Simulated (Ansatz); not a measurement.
## Formation energy and levels of the substitutional impurity Nb_Sn in SnO2 (P4_2/mnm)

Wanted: the transition levels of a substitutional impurity in SnO2 (P4_2/mnm), from a cell of 72 host atoms with 1 Sn taken out and 1 Nb put in.

Method: place-levels on r2SCAN runs: charge-transition levels and formation energies with image-charge correction and potential alignment at the atomic sites; PAW set soft_1, in Ansatz 0.2.0.

**What experiment says.**

For SnO2, rutile (undoped SnO2, value from earlier experiment), “Tunable Transparent Conductors Based on SnO2: Theoretical and Experimental Studies of Codoping” (2024, pmc:11656248) quotes earlier work: band gap (band gap of undoped SnO2, quoted experimental value) about 3.6 eV [Literature value quoted in passing in the theory part as a benchmark; sample form …].

### Step 1. Starting point

The cell holds 72 atoms: 23 Sn, 48 O and 1 Nb. Cell: a = 9.516 Å, b = 9.516 Å, c = 9.602 Å, α = 90.0°, β = 90.0°, γ = 90.0°. It derives from SnO2 (space group P4_2/mnm). Nearest the centre at fractional (0.500, 0.500, 0.667): Nb68 at 0.00 Å, O71 at 2.06 Å, O18 at 2.06 Å, O28 at 2.07 Å, O45 at 2.07 Å, O34 at 2.07 Å, O51 at 2.07 Å, Sn62 at 3.20 Å.

Coordinates:

```xyz
72
Lattice="9.5155 0.0000 0.0000 0.0000 9.5155 0.0000 0.0000 0.0000 9.6020" Properties=species:S:1:pos:R:3 pbc="T T T"
Sn    2.3789    2.3789    1.6003
Sn    0.0000    0.0000    0.0000
O     0.9233    3.8345    1.6003
O     3.8345    0.9233    1.6003
O     1.4556    1.4556    0.0000
O     3.3022    3.3022    0.0000
Sn    2.3789    2.3789    4.8010
Sn    0.0000    0.0000    3.2007
O     0.9233    3.8345    4.8010
O     3.8345    0.9233    4.8010
O     1.4556    1.4556    3.2007
O     3.3022    3.3022    3.2007
Sn    2.3789    2.3789    8.0017
Sn    0.0000    0.0000    6.4014
O     0.9233    3.8345    8.0017
O     3.8345    0.9233    8.0017
O     1.4556    1.4556    6.4014
O     3.3022    3.3022    6.4014
Sn    2.3789    7.1366    1.6003
Sn    0.0000    4.7578    0.0000
O     0.9233    8.5922    1.6003
O     3.8345    5.6810    1.6003
O     1.4556    6.2134    0.0000
O     3.3022    8.0599    0.0000
Sn    2.3789    7.1366    4.8010
Sn    0.0000    4.7578    3.2007
O     0.9233    8.5922    4.8010
O     3.8345    5.6810    4.8010
O     1.4556    6.2134    3.2007
O     3.3022    8.0599    3.2007
Sn    2.3789    7.1366    8.0017
Sn    0.0000    4.7578    6.4014
O     0.9233    8.5922    8.0017
O     3.8345    5.6810    8.0017
O     1.4556    6.2134    6.4014
O     3.3022    8.0599    6.4014
Sn    7.1366    2.3789    1.6003
Sn    4.7578    0.0000    0.0000
O     5.6810    3.8345    1.6003
O     8.5922    0.9233    1.6003
O     6.2134    1.4556    0.0000
O     8.0599    3.3022    0.0000
Sn    7.1366    2.3789    4.8010
Sn    4.7578    0.0000    3.2007
O     5.6810    3.8345    4.8010
O     8.5922    0.9233    4.8010
O     6.2134    1.4556    3.2007
O     8.0599    3.3022    3.2007
Sn    7.1366    2.3789    8.0017
Sn    4.7578    0.0000    6.4014
O     5.6810    3.8345    8.0017
O     8.5922    0.9233    8.0017
O     6.2134    1.4556    6.4014
O     8.0599    3.3022    6.4014
Sn    7.1366    7.1366    1.6003
Sn    4.7578    4.7578    0.0000
O     5.6810    8.5922    1.6003
O     8.5922    5.6810    1.6003
O     6.2134    6.2134    0.0000
O     8.0599    8.0599    0.0000
Sn    7.1366    7.1366    4.8010
Sn    4.7578    4.7578    3.2007
O     5.6810    8.5922    4.8010
O     8.5922    5.6810    4.8010
O     6.2134    6.2134    3.2007
O     8.0599    8.0599    3.2007
Sn    7.1366    7.1366    8.0017
Nb    4.7578    4.7578    6.4014
O     5.6810    8.5922    8.0017
O     8.5922    5.6810    8.0017
O     6.2134    6.2134    6.4014
O     8.0599    8.0599    6.4014
```

Known beforehand: the electronic dielectric constant, (4.60, 4.60, 4.91), and the static one, (13.48, 13.48, 10.42), from a response run on this crystal (DFPT, PBEsol) at that run's own cell.

The cell's shortest repeat is 9.5 Å.

### Step 2. What was run first

Levels follow from differences of total energies between charge states, each relaxed by itself.

Each atom starts 0.05 Å or so off its site in a random direction: a symmetric start keeps its symmetry, and would miss off-centre moves and Jahn–Teller distortions. Forces are taken at one point at (¼, ¼, ¼). The cell holds 1 electron more than the neutral one, with a uniform background that keeps it neutral on the whole.

The sampling was tested on the host first: at the k-points planned (1x1x1 shifted 0.25 0.25 0.25) its energy lies 0.000 eV an atom from the dense-mesh value, under the bound of 0.02 eV set for this test; that bounds the host's error, not the defect's.

One state's input; the others differ in charge, spin, start and seed, and in occupations where the table says so.

Contents of qm1.relax/input.yaml:

```yaml
crystal:
  lattice:
    - [4.75775154, 0.0, 0.0]
    - [0.0, 4.75775154, 0.0]
    - [0.0, 0.0, 3.20068146]
  atoms:
    - { symbol: Sn, position: [0.5, 0.5, 0.5] }
    - { symbol: Sn, position: [0.0, 0.0, 0.0] }
    - { symbol: O, position: [0.19405723, 0.80594277, 0.5] }
    - { symbol: O, position: [0.80594277, 0.19405723, 0.5] }
    - { symbol: O, position: [0.30594277, 0.30594277, 0.0] }
    - { symbol: O, position: [0.69405723, 0.69405723, 0.0] }
  supercell: [2, 2, 3]
  defects: [{ substitution: { at: 67, symbol: Nb } }]
total_charge: -1
basis:
  ecutwfc: 500
  xc_grid: 2
hamiltonian:
  xc: r2scan
  pseudopotentials: { kind: paw, azcp: { folder: soft_1 } }
kpoints:
  mp_grid: { grid: [1, 1, 1], shift: [0.25, 0.25, 0.25] }
scf:
  occupations: { method: fixed }
  max_iter: 100
output:
  forces: true
  charged_corrections: { epsilon: [4.6, 4.6, 4.91], static_epsilon: [13.48, 13.48, 10.42] }
relax:
  f_tol: 0.02
  max_steps: 80
  random_displacement: { amplitude: 0.05, seed: 4778 }
checkpoint:
  write: "../qm1.relax.run"
  compress: false
  write_wavefunctions: true
  write_every: 100000
```

Command:

```sh
ansatz run input.yaml --threads 4 --pin off --max-ram 15073MiB --backend cpu --events-out ev --progress --plain --runs-dir out
```

Defect states can disperse in a cell of this size, so the energy is taken again at a 2×2×2 shifted mesh, on the relaxed structure.

The run of this state that the levels use, under r2SCAN:

Contents of qm1.point/input.yaml:

```yaml
crystal:
  checkpoint: "../qm1.relax.run"
  host: checkpoint
total_charge: -1
basis:
  ecutwfc: 500
  xc_grid: 2
hamiltonian:
  xc: r2scan
  pseudopotentials: { kind: paw, azcp: { folder: soft_1 } }
kpoints:
  mp_grid: { grid: [2, 2, 2], shift: [0.5, 0.5, 0.5] }
scf:
  occupations: { method: fermi_dirac, width: 0.01 }
  max_iter: 100
output:
  forces: true
  eigenvalues: true
  charged_corrections:
    epsilon: [4.6, 4.6, 4.91]
    static_epsilon: [13.48, 13.48, 10.42]
    defect_position: [0.5, 0.5, 0.666667]
  eigenstates: { localisation: true }
  populations: true
  band_densities: [{ bands: [v1, v1] }, { bands: [c1, c1] }]
  write_density: true
  write_potential: true
  volumetric_format: npy
checkpoint:
  read: "../qm1.relax.run"
  write: "../qm1.point.run"
  compress: false
  write_wavefunctions: false
  write_every: 100000
```

Relaxations under r2SCAN at one point at (¼, ¼, ¼); times on 4 threads of Arm Neoverse V2, shared host:

| charge | moment (μB) | occupations | outcome | steps | largest displacement against the far atoms (Å) | time |
| --- | --- | --- | --- | --- | --- | --- |
| −1 | 0 | fixed | converged | 15 | 0.07 | 10 min |
| 0 | 1 | fixed | converged | 5 | 0.03 | 5.5 min |
| +1 | 0 | fixed | converged | 6 | 0.07 | 2.8 min |
| −1 | 2 | fixed | converged | 5 | 0.03 | 5.2 min |

Single points under r2SCAN at a 2×2×2 shifted mesh; times on 4 threads of Arm Neoverse V2, shared host:

| charge | moment (μB) | occupations | outcome | time |
| --- | --- | --- | --- | --- |
| −1 | 0 | fermi-dirac | converged | 2.9 min |
| 0 | 1 | fermi-dirac | converged | 6.2 min |
| +1 | 0 | fermi-dirac | converged | 2.6 min |
| −1 | 2 | fermi-dirac | converged | 6.9 min |

Distances (Å) from Nb68 to the nearest atoms after relaxation with r2SCAN:

| charge | moment (μB) | 1. | 2. | 3. | 4. | 5. | 6. |
| --- | --- | --- | --- | --- | --- | --- | --- |
| −1 | 0 | O 1.99 | O 1.99 | O 2.00 | O 2.01 | O 2.03 | O 2.03 |
| −1 | 2 | O 2.02 | O 2.02 | O 2.06 | O 2.06 | O 2.06 | O 2.06 |
| 0 | 1 | O 2.03 | O 2.03 | O 2.06 | O 2.06 | O 2.06 | O 2.06 |
| +1 | 0 | O 2.00 | O 2.00 | O 2.00 | O 2.00 | O 2.01 | O 2.01 |

### Step 3. Placing the levels, r2SCAN

A charged cell interacts with its images and the background, and its potential has another zero than the host's. place-levels removes the first by a point-charge model, screened by the static dielectric constant since the ions have relaxed around the charge, and the second by comparing potentials at atoms far from the defect.

The host is a run of the defect-free crystal in the same cutoffs, grids and k-points, so that basis and sampling errors cancel in part in the differences. The host is run in a cell of 6 atoms on a matching mesh. Its band edges are searched through the zone by a band path, so the gap is smaller than, or equal to, that on the mesh. Chemical potentials are energies per atom of Sn (alpha-Sn (diamond)) and Nb (bcc), run with the same functional and cutoff.

Contents of levels.point.yaml:

```yaml
host:
  run: host.point.run
states: [qm1.point.run, q0_M1.point.run, qp1.point.run, qm1_M2.point.run]
geometry_from:
  qm1.point.run: qm1.relax.run
  q0_M1.point.run: q0_M1.relax.run
  qp1.point.run: qp1.relax.run
  qm1_M2.point.run: qm1_M2.relax.run
  host.point.run: host.relax.run
chemical_potentials:
  Sn:
    energy: -6038.703821
    dataset: <sha256 of the dataset>
  Nb:
    energy: -4563.656891
    dataset: "<sha256 of the dataset>"
epsilon: [4.6, 4.6, 4.91]
static_epsilon: [13.48, 13.48, 10.42]
vertical:
  - { from: qm1.point.run, to: qm1.point_neutral.run }
  - { from: qp1.point.run, to: qp1.point_neutral.run }
  - { from: qm1_M2.point.run, to: qm1_M2.point_neutral.run }
```

Command:

```sh
ansatz place-levels levels.point.yaml -- --threads 4 --pin off --max-ram 15073MiB
```

Numbers of over 12 decimals in the logs are rounded to 6 here.

Output:

```text
[... repeated set-up lines and file paths are left out, and long positions are rounded to six places ...]
(+1/0) 1.817 eV above the valence edge (+2.484 eV without the band-filling correction), in the conduction band; not on the lower envelope
(0/-1) 1.806 eV above the valence edge (+3.016 eV without the band-filling correction), in the conduction band; not on the lower envelope
(+1/-1) 1.811 eV above the valence edge (+2.750 eV without the band-filling correction), in the conduction band: charges between them are lowest nowhere
formation energy of charge +1: -4.998 eV with the Fermi level at the valence edge
formation energy of charge 0: -3.181 eV with the Fermi level at the valence edge
formation energy of charge -1: -1.376 eV with the Fermi level at the valence edge
vertical -1 to 0: no energy, since no alignment is typed
  the change from vertical[0].from (qm1.point.run) to vertical[0].to (qm1.point_neutral.run): by its potential at epsilon [4.6, 4.6, 4.91] it stands at 0.997 0.997 0.170, with an rms radius of about 4.2 Å (2.3 2.3 2.5 Å across the planes of the cell's [...]
vertical +1 to 0: no energy, since no alignment is typed
  the change from vertical[1].from (qp1.point.run) to vertical[1].to (qp1.point_neutral.run): by its potential at epsilon [4.6, 4.6, 4.91] it stands at 0.500 0.500 0.667, with an rms radius of about 4.0 Å (2.1 2.1 2.7 Å across the planes of the cell's [...]
vertical -1 to 0: no energy, since no alignment is typed
  the change from vertical[2].from (qm1_M2.point.run) to vertical[2].to (qm1_M2.point_neutral.run): by its potential at epsilon [4.6, 4.6, 4.91] it is spread over the cell along a vector, with an rms radius of about 7.1 Å (3.8 3.8 4.6 Å across the planes of [...]
  edges by r2scan, gap 1.795 eV; the host is sampled to repeats of 26.91 Å
  the defect's cells are sampled to repeats of 26.91 Å, like sampling
  charge +1: -170769.7021 eV with its correction of +0.170 eV, at epsilon [13.48, 13.48, 10.42], aligned at sites: -0.0021 eV, mean over 37 atomic sites at or beyond 4.76 Å from the defect at [0.5000, 0.5000, 0.6667], with +0.000000 for the charge's moments [...]
  charge 0: +0.000 eV for its dipole among its images, +0.000 omitted
  charge -1: -170746.3344 eV with its correction of +0.055 eV, at epsilon [13.48, 13.48, 10.42], aligned at sites: +0.1172 eV, mean over 37 atomic sites at or beyond 4.76 Å from the defect at [0.5000, 0.5000, 0.6667], with -0.001316 for the charge's moments [...]
  charge -1: states[0] (qm1.point.run) stands 0.185 eV higher, with a moment of 0.00 μB against 2.00
  states[0] (qm1.point.run): levels filled in part (TS 0.002 eV): its energy is of no whole electron's
  of states[2] (qp1.point.run): it parts from the run at its places by a charge that spreads by about 2.7 Å along one vector (1.7 Å or more is wide), by its potential at epsilon [4.6, 4.6, 4.91], taken for that of held ions (one typed too small widens it), [...]
  of states[1] (q0_M1.point.run): a band-filling correction moves a carrier to the host's band edge, which changes its energy by -0.667 eV; stability_check_not_made
  of states[3] (qm1_M2.point.run): it parts from the run at its places by a charge that spreads by about 4.6 Å along one vector (1.7 Å or more is wide), by its potential at epsilon [4.6, 4.6, 4.91], taken for that of held ions (one typed too small widens it), [...]
  of states[0] (qm1.point.run): it parts from the run at its places by a charge that spreads by about 2.5 Å along one vector (1.7 Å or more is wide), by its potential at epsilon [4.6, 4.6, 4.91], taken for that of held ions (one typed too small widens it), [...]
  vertical[0].from (qm1.point.run): levels filled in part (TS 0.002 eV): its energy is of no whole electron's
  of vertical[0].from (qm1.point.run): it parts from the run at its places by a charge that spreads by about 2.5 Å along one vector (1.7 Å or more is wide), by its potential at epsilon [4.6, 4.6, 4.91], taken for that of held ions (one typed too small widens [...]
  vertical[0].to (qm1.point_neutral.run): levels filled in part (TS 0.004 eV): its energy is of no whole electron's
  of vertical[0].to (qm1.point_neutral.run): stability_check_not_made
  of vertical[1].from (qp1.point.run): it parts from the run at its places by a charge that spreads by about 2.7 Å along one vector (1.7 Å or more is wide), by its potential at epsilon [4.6, 4.6, 4.91], taken for that of held ions (one typed too small widens [...]
  vertical[1].to (qp1.point_neutral.run): levels filled in part (TS 0.007 eV): its energy is of no whole electron's
  of vertical[1].to (qp1.point_neutral.run): stability_check_not_made
  of vertical[2].from (qm1_M2.point.run): stability_check_not_made; [...]
  of vertical[2].to (qm1_M2.point_neutral.run): it set out from the moments of a save, which an earlier run chose (saved_moments_taken); stability_check_not_made
```

Wall time 0.44 s (4 threads of Arm Neoverse V2, shared host).

Levels between the charges placed, in eV above the valence top:

|  | gap (eV) | (+1/0) | (0/−1) |
| --- | --- | --- | --- |
| r2SCAN | 1.80 | 1.82 | 1.81 |

Corrections by state:

| charge | moment (μB) | image terms and alignment (eV) | band filling (eV) | ε used | over the lowest of its charge, as the program ranks them, band filling apart (eV) |
| --- | --- | --- | --- | --- | --- |
| +1 | 0.0 | 0.170 | - | principal values (10.42, 13.48, 13.48) | 0.000 |
| 0 | 1.0 | 0.000 | -0.667 | - | 0.000 |
| −1 | 2.0 | 0.055 | -1.878 | principal values (10.42, 13.48, 13.48) | 0.000 |
| −1 | 0.0 | 0.012 | - | principal values (10.42, 13.48, 13.48) | 0.185 |

The charged structures listed were also run neutral, and place-levels reads from each pair, by the potential or the spins, how wide the charge is by which they differ; that can be the carrier of either run.

| charge | rms radius (Å) | spread where it is widest against the cell (Å) | wide from (Å) | reading |
| --- | --- | --- | --- | --- |
| +1 | 4.0 | 2.68 | 1.66 | wide |
| −1 | 7.1 | 4.64 | 1.66 | wide |

The neutral runs of these pairs need not share the spin of the lowest neutral state, and very wide values only mean spread over the cell.

From the program's caveats on the states, each cut to its opening words:

- charge +1: it parts from the run at its places by a charge that spreads by about 2.7 Å along one vector (1.7 Å or more is wide), by its potential at epsilon [4.6, 4.6, [...]
- charge 0 (1 μB): a band-filling correction moves a carrier to the host's band edge, which changes its energy by -0.667 eV
- charge 0 (1 μB), −1 (2 μB): flagged: stability check not made
- charge −1 (2 μB): it parts from the run at its places by a charge that spreads by about 4.6 Å along one vector (1.7 Å or more is wide), by its potential at epsilon [4.6, 4.6, [...]
- charge −1 (2 μB): a band-filling correction moves a carrier to the host's band edge, which changes its energy by -1.878 eV
- charge −1: it parts from the run at its places by a charge that spreads by about 2.5 Å along one vector (1.7 Å or more is wide), by its potential at epsilon [4.6, 4.6, [...]

The host's formation energy from the elements is -1.867 eV per atom; it sets how far the chemical potentials can move.

Formation energies (eV), O-rich (Δμ(O) = 0.00 eV, Δμ(Sn) = -5.60 eV, Δμ(Nb) = 0.00 eV):

| charge | Fermi level at the valence top | at the conduction bottom |
| --- | --- | --- |
| +1 | -10.60 | -8.80 |
| 0 | -8.78 | -8.78 |
| −1 | -6.98 | -8.77 |

Formation energies (eV), Sn-rich (Δμ(Sn) = 0.00 eV, Δμ(O) = -2.80 eV, Δμ(Nb) = 0.00 eV):

| charge | Fermi level at the valence top | at the conduction bottom |
| --- | --- | --- |
| +1 | -5.00 | -3.20 |
| 0 | -3.18 | -3.18 |
| −1 | -1.38 | -3.17 |

### Step 4. Effect of the sampling

The relaxations' own energies give the levels at their sampling, for comparison.

Contents of levels.relax_mesh.yaml:

```yaml
host:
  run: host.relax.run
states: [qm1.relax.run, q0_M1.relax.run, qp1.relax.run, qm1_M2.relax.run]
chemical_potentials:
  Sn:
    energy: -6038.703821
    dataset: <sha256 of the dataset>
  Nb:
    energy: -4563.656891
    dataset: "<sha256 of the dataset>"
```

Command:

```sh
ansatz place-levels levels.relax_mesh.yaml -- --threads 4 --pin off --max-ram 15073MiB
```

Output:

```text
[...]
formation energy of charge +1: -4.995 eV with the Fermi level at the valence edge
formation energy of charge 0: -3.188 eV with the Fermi level at the valence edge
formation energy of charge -1: -1.371 eV with the Fermi level at the valence edge
  edges by r2scan, gap 1.795 eV; the host is sampled to repeats of 13.46 Å
[... the lines on each state left out ...]
```

It took 0.13 s on 4 threads.

Levels between neighbouring charges, in eV above the valence top:

|  | gap (eV) | (+1/0) | (0/−1) |
| --- | --- | --- | --- |
| one point at (¼, ¼, ¼) | 1.80 | 1.81 | 1.82 |
| a 2×2×2 shifted mesh | 1.80 | 1.82 | 1.81 |

Going from one point at (¼, ¼, ¼) to a 2×2×2 shifted mesh moves formation energies against the elements by up to 0.01 eV; band-filling terms, which differ between samplings, are in these energies.

### Step 5. Summary of results

```yaml
gap_of_the_host: 1.80 eV (r2SCAN)
level_plus_1_over_0: 1.82 eV above the valence top, past the conduction bottom, not a change between lowest states (2.48 eV above the valence top without the band-filling term)
level_0_minus_1: 1.81 eV above the valence top, past the conduction bottom, not a change between lowest states (3.02 eV above the valence top without the band-filling term)
lowest_of_the_charges_placed_just_above_the_valence_top_0p02_ev: +1
lowest_of_the_charges_placed_just_below_the_conduction_bottom_0p02_ev: +1
lowest_formation_energy_at_mid_gap_of_the_charges_run_o_rich: -9.70 eV
lowest_formation_energy_at_mid_gap_of_the_charges_run_sn_rich: -4.10 eV
```

In words: Of the charges placed (−1, 0 and +1), +1 is the lowest from 0.02 eV above the valence top to 0.02 eV below the conduction bottom, a gap of 1.80 eV. Charges above +1 were not placed, so these runs say nothing of levels that involve them. States placed: +1 at 0 μB; 0 at 1 μB; −1 at 2 μB and 0 μB. Other spin states or structures, where not listed, weren't placed. The program finds carriers beyond a band edge of the host and adds a band-filling term at charge −1 (-1.88 eV) and 0 (-0.67 eV); steps to such a charge show no bound level, and a defect level inside a band would be read the same way. Nb is taken at its element; compounds, which aren't counted here, bound the chemical potentials and would shift these formation energies. The lowest formation energy (O-rich and Sn-rich) is negative across the gap, so the defect would form by itself: these chemical potentials lie beyond what competing compounds allow, or the host is unstable against it. Going from one point at (¼, ¼, ¼) to a 2×2×2 shifted mesh moves formation energies against the elements by up to 0.01 eV; band-filling terms, which differ between samplings, are in these energies. What this leaves open: r2SCAN makes the gap too small and tends to spread out bound carriers; where a gas molecule sets a chemical potential or the host's formation energy, its binding is uncorrected; spin–orbit coupling, which can matter with heavy atoms, is left out; force components of up to 0.22 eV/Å remain in a run at the final settings.

Comparison with the measured values:

| quantity | measured | r2SCAN |
| --- | --- | --- |
| band gap (least gap of the host) (eV) | 3.6 | 1.80 (-1.80 eV) |

Measured values from pmc:11656248 (2024).

Verdict: The band gap is off by -1.80 eV. Local and semilocal functionals usually give gaps below the measured ones. Spin-orbit coupling, left out here, can change the gap with such heavy elements. Zero-point and thermal motion shift the measured gap.

[Logs are printed without paths, hosts, clocks, repeated set-up lines and the standing remarks that a program may print on its own settings, such as how far it seeks lower states.]

[Hosts, paths, dates, database ids (printed as entryN), source tags and the programs' standing remarks are cut or masked in the printed files.]

[Where a table of states has a column of steps, it counts the stored structures, which are thinned; the runs took as many ionic steps or more.]

[A defect's name tells the site on which it was built; relaxed atoms can leave that site.]

[For some hosts the program warned that the k-mesh of the response run may be too coarse for force constants and the static dielectric constant; such warnings are not shown here.]
